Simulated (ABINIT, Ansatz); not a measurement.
# CsH (P6_3/mmc): modes at Γ and the response to a field, part 2 of 3

Wanted: the vibrations of CsH (P6_3/mmc) at Γ, by two programs.

ABINIT 10.8.3; DFT LDA, scalar-relativistic, plane waves, PseudoDojo norm-conserving pseudopotentials.

So far. Step 5 (Zone-centre response): The acoustic modes at Γ come out as far as 0.1 cm⁻¹ from zero, where they should vanish, a small numerical error; the Born charges miss their sum rule by 0.039 e, which is fair. The relaxed cell has a = 5.094, c = 6.077 Å (conventional setting).

The structure was built from a prototype and need not be the compound's stable phase.

### 6. Modes with the sum rule

anaddb reads the merged derivatives, imposes the acoustic sum rule and charge neutrality, and adds the LO-TO term along chosen directions.

Contents of anaddb.abi:

```
ddb_filepath "gamma_DDB"
output_file "anaddb.abo"
outdata_prefix "anaddb"
asr 1
chneut 1
enunit 2
eivec 1
nph1l 1
qph1l 0.0 0.0 0.0 1.0
dieflag 1
nph2l 3
qph2l 
    1.0 0.0 0.0 0.0
    0.0 0.0 1.0 0.0
    1.0 1.0 1.0 0.0
```

Contents of mrgddb.in:

```
gamma_DDB
merged
2
dfpt_gammao_DS2_DDB
gso_DDB
```

On the command line:

```
$ mrgddb < mrgddb.in > mrgddb.log
$ OMP_NUM_THREADS=1 anaddb anaddb.abi > anaddb.log
```

anaddb.abo, the main output file:

```text
[banners, grids, parts of the stress and lines that vanish by symmetry left out]
-outvars_anaddb: echo values of input variables ----------------------

 Flags :
[...]
Dielectric Tensor and Effective Charges
[...]
Effective charge tensors after
[...]
Phonon wavevector (reduced coordinates) :  0.00000  0.00000  0.00000
 Phonon energies in Hartree :
[...]
Phonon energies in meV     :
-  0.000000E+00  0.000000E+00  0.000000E+00  3.897028E+00  3.897028E+00
-  7.258078E+00  5.777209E+01  6.435481E+01  6.840575E+01  6.840575E+01
-  6.904189E+01  6.904189E+01
 Phonon frequencies in cm-1    :
-  0.000000E+00  0.000000E+00  0.000000E+00  3.143165E+01  3.143165E+01
-  5.854035E+01  4.659633E+02  5.190566E+02  5.517296E+02  5.517296E+02
-  5.568604E+02  5.568604E+02
 Phonon frequencies in Thz     :
-  0.000000E+00  0.000000E+00  0.000000E+00  9.422971E-01  9.422971E-01
-  1.754995E+00  1.396923E+01  1.556092E+01  1.654044E+01  1.654044E+01
-  1.669426E+01  1.669426E+01
 Phonon energies in Kelvin  :
-  0.000000E+00  0.000000E+00  0.000000E+00  4.522313E+01  4.522313E+01
-  8.422650E+01  6.704172E+02  7.468066E+02  7.938158E+02  7.938158E+02
-  8.011979E+02  8.011979E+02
[...]
-  1  0.00000000E+00  0.00000000E+00  1.43117579E-03
-     0.00000000E+00  0.00000000E+00  0.00000000E+00
-  2  0.00000000E+00  0.00000000E+00  1.43117579E-03
-     0.00000000E+00  0.00000000E+00  0.00000000E+00
-  3  0.00000000E+00  0.00000000E+00  1.43117573E-03
-     0.00000000E+00  0.00000000E+00  0.00000000E+00
-  4  0.00000000E+00  0.00000000E+00  1.43117573E-03
-     0.00000000E+00  0.00000000E+00  0.00000000E+00
[...]
-  1  0.00000000E+00  1.43117579E-03  0.00000000E+00
-     0.00000000E+00  0.00000000E+00  0.00000000E+00
-  2  0.00000000E+00  1.43117579E-03  0.00000000E+00
-     0.00000000E+00  0.00000000E+00  0.00000000E+00
-  3  0.00000000E+00  1.43117548E-03  0.00000000E+00
-     0.00000000E+00  0.00000000E+00  0.00000000E+00
-  4  0.00000000E+00  1.43117548E-03  0.00000000E+00
-     0.00000000E+00  0.00000000E+00  0.00000000E+00
[...]
-  1  1.43117579E-03  0.00000000E+00  0.00000000E+00
-     0.00000000E+00  0.00000000E+00  0.00000000E+00
-  2  1.43117579E-03  0.00000000E+00  0.00000000E+00
-     0.00000000E+00  0.00000000E+00  0.00000000E+00
-  3  1.43117548E-03  0.00000000E+00  0.00000000E+00
-     0.00000000E+00  0.00000000E+00  0.00000000E+00
-  4  1.43117548E-03  0.00000000E+00  0.00000000E+00
-     0.00000000E+00  0.00000000E+00  0.00000000E+00
[...]
-  1  0.00000000E+00 -1.43235089E-03  0.00000000E+00
-     0.00000000E+00  0.00000000E+00  0.00000000E+00
-  2  0.00000000E+00  1.43235089E-03  0.00000000E+00
-     0.00000000E+00  0.00000000E+00  0.00000000E+00
[...]
-     1          0.000000    -0.000000     0.000000     0.000000
-     2          0.000000     0.000000     0.000000     0.000000
-     3          0.000000    -0.000000    -0.000000     0.000000
-     4          0.000000    -0.000000     0.000000     0.000000
-     5         -0.000000     0.000000    -0.000000     0.000000
[...]
-     9          0.000000    -0.000000    -0.000000     0.000000
[...]
-   1     Real    0.0000E+00  0.0000E+00  0.0000E+00  0.0000E+00  0.0000E+00  0.0000E+00  0.0000E+00
[...]
-   2     Real    0.0000E+00  0.0000E+00  0.0000E+00  0.0000E+00  0.0000E+00  0.0000E+00  0.0000E+00
[...]
-   3     Real    0.0000E+00  0.0000E+00  0.0000E+00  0.0000E+00  0.0000E+00  0.0000E+00  0.0000E+00
[...]
-   4     Real    0.0000E+00  0.0000E+00  0.0000E+00  0.0000E+00  0.0000E+00  0.0000E+00  0.0000E+00
[...]
-   5     Real    0.0000E+00  0.0000E+00  0.0000E+00  0.0000E+00  0.0000E+00  0.0000E+00  0.0000E+00
[...]
-   9     Real    0.0000E+00  0.0000E+00  0.0000E+00  0.0000E+00  0.0000E+00  0.0000E+00  0.0000E+00
[...]
-  10     Real    0.0000E+00  0.0000E+00  0.0000E+00  0.0000E+00  0.0000E+00  0.0000E+00  0.0000E+00
[...]
-  11     Real    1.0074E-03  4.5696E-11  0.0000E+00  2.1456E-07  0.0000E+00  0.0000E+00  1.0074E-03
[...]
-  12     Real    4.5696E-11  1.0074E-03  0.0000E+00 -2.1456E-07  0.0000E+00  0.0000E+00  1.0074E-03
[...]
Phonon at Gamma, with non-analyticity in the
[...]
Phonon energies in Hartree :
[...]
Phonon energies in meV     :
[...]
-  6.904189E+01  9.039692E+01
 Phonon frequencies in cm-1    :
[...]
-  5.568604E+02  7.291003E+02
 Phonon frequencies in Thz     :
[...]
-  1.669426E+01  2.185788E+01
 Phonon energies in Kelvin  :
[...]
-  8.011979E+02  1.049013E+03
[...]
Phonon at Gamma, with non-analyticity in the
[...]
Phonon energies in Hartree :
[...]
Phonon energies in meV     :
[...]
-  6.904189E+01  8.888893E+01
 Phonon frequencies in cm-1    :
[...]
-  5.568604E+02  7.169376E+02
 Phonon frequencies in Thz     :
[...]
-  1.669426E+01  2.149325E+01
 Phonon energies in Kelvin  :
[...]
-  8.011979E+02  1.031513E+03
[...]
-  4  0.00000000E+00 -1.43117548E-03  0.00000000E+00
-     0.00000000E+00  0.00000000E+00  0.00000000E+00
[...]
-  1  1.43117579E-03  0.00000000E+00  0.00000000E+00
-     0.00000000E+00  0.00000000E+00  0.00000000E+00
-  2  1.43117579E-03  0.00000000E+00  0.00000000E+00
-     0.00000000E+00  0.00000000E+00  0.00000000E+00
-  3  1.43117548E-03  0.00000000E+00  0.00000000E+00
-     0.00000000E+00  0.00000000E+00  0.00000000E+00
-  4  1.43117548E-03  0.00000000E+00  0.00000000E+00
-     0.00000000E+00  0.00000000E+00  0.00000000E+00
[...]
-  1  0.00000000E+00  1.43235089E-03  0.00000000E+00
-     0.00000000E+00  0.00000000E+00  0.00000000E+00
[...]
Phonon at Gamma, with non-analyticity in the
[...]
Phonon energies in Hartree :
[...]
Phonon energies in meV     :
-  0.000000E+00  0.000000E+00  0.000000E+00  3.897028E+00  3.897028E+00
-  7.258078E+00  6.162353E+01  6.435481E+01  6.840575E+01  6.840575E+01
-  6.904189E+01  9.000515E+01
 Phonon frequencies in cm-1    :
-  0.000000E+00  0.000000E+00  0.000000E+00  3.143165E+01  3.143165E+01
-  5.854035E+01  4.970273E+02  5.190566E+02  5.517296E+02  5.517296E+02
-  5.568604E+02  7.259405E+02
 Phonon frequencies in Thz     :
-  0.000000E+00  0.000000E+00  0.000000E+00  9.422971E-01  9.422971E-01
-  1.754995E+00  1.490050E+01  1.556092E+01  1.654044E+01  1.654044E+01
-  1.669426E+01  2.176315E+01
 Phonon energies in Kelvin  :
-  0.000000E+00  0.000000E+00  0.000000E+00  4.522313E+01  4.522313E+01
-  8.422650E+01  7.151114E+02  7.468066E+02  7.938158E+02  7.938158E+02
-  8.011979E+02  1.044466E+03
[...]
-  3 -5.16866886E-07  1.64476344E-02  0.00000000E+00
-     0.00000000E+00  0.00000000E+00  0.00000000E+00
-  4  5.16866886E-07 -1.64476344E-02  0.00000000E+00
-     0.00000000E+00  0.00000000E+00  0.00000000E+00
[...]
Direction                     Dielectric constant
[...]
0.00000   0.00000   1.00000      7.15299261
   1.00000   1.00000   1.00000      5.79891078
-
```

The job ended after 0.56 s (1 thread of Arm Neoverse V1, shared host).

Read from the output:

| Item | Value |
| --- | --- |
| mean static dielectric constant | 5.799 |
| highest mode moved by the LO-TO term | 729.1 cm⁻¹ |

No LO-TO term; unit eigenvectors of the mass-weighted matrix, from anaddb's displacements. The modes at Γ (shares of kinetic energy by element, %):

```
mode  frequency (cm⁻¹)  Cs %  H %
   1               0.0    99    1
   2               0.0    99    1
   3               0.0    99    1
   4              31.4    99    1
   5              31.4    99    1
   6              58.5   100    0
   7             466.0     1   99
   8             519.1     0  100
   9             551.7     1   99
  10             551.7     1   99
  11             556.9     1   99
  12             556.9     1   99
```

Displacements in mode 4 (31.4 cm⁻¹), the largest set to 1:
```
Cs1  0.00 -1.00  0.00
Cs2  0.00  1.00  0.00
H3   0.00 -0.88  0.00
H4   0.00  0.88  0.00
```

Displacements in mode 12 (556.9 cm⁻¹), the largest set to 1:
```
Cs1  0.00 -0.01  0.00
Cs2  0.00 -0.01  0.00
H3   0.00  1.00  0.00
H4   0.00  1.00  0.00
```

Static dielectric tensor (ions relaxed, fixed cell):

```
5.12 0.00 0.00
0.00 5.12 0.00
0.00 0.00 7.15
```

The rule moves no optical mode by more than 0.1 cm⁻¹.

(Continued in part 3 of 3.)

[Host names and launcher messages were left out of these logs when they were recorded.]

[Logs are printed without paths, hosts, clocks, repeated set-up lines and the standing remarks that a program may print on its own settings, such as how far it seeks lower states.]

[Hosts, paths, dates, database ids (printed as entryN), source tags and the programs' standing remarks are cut or masked in the printed files.]
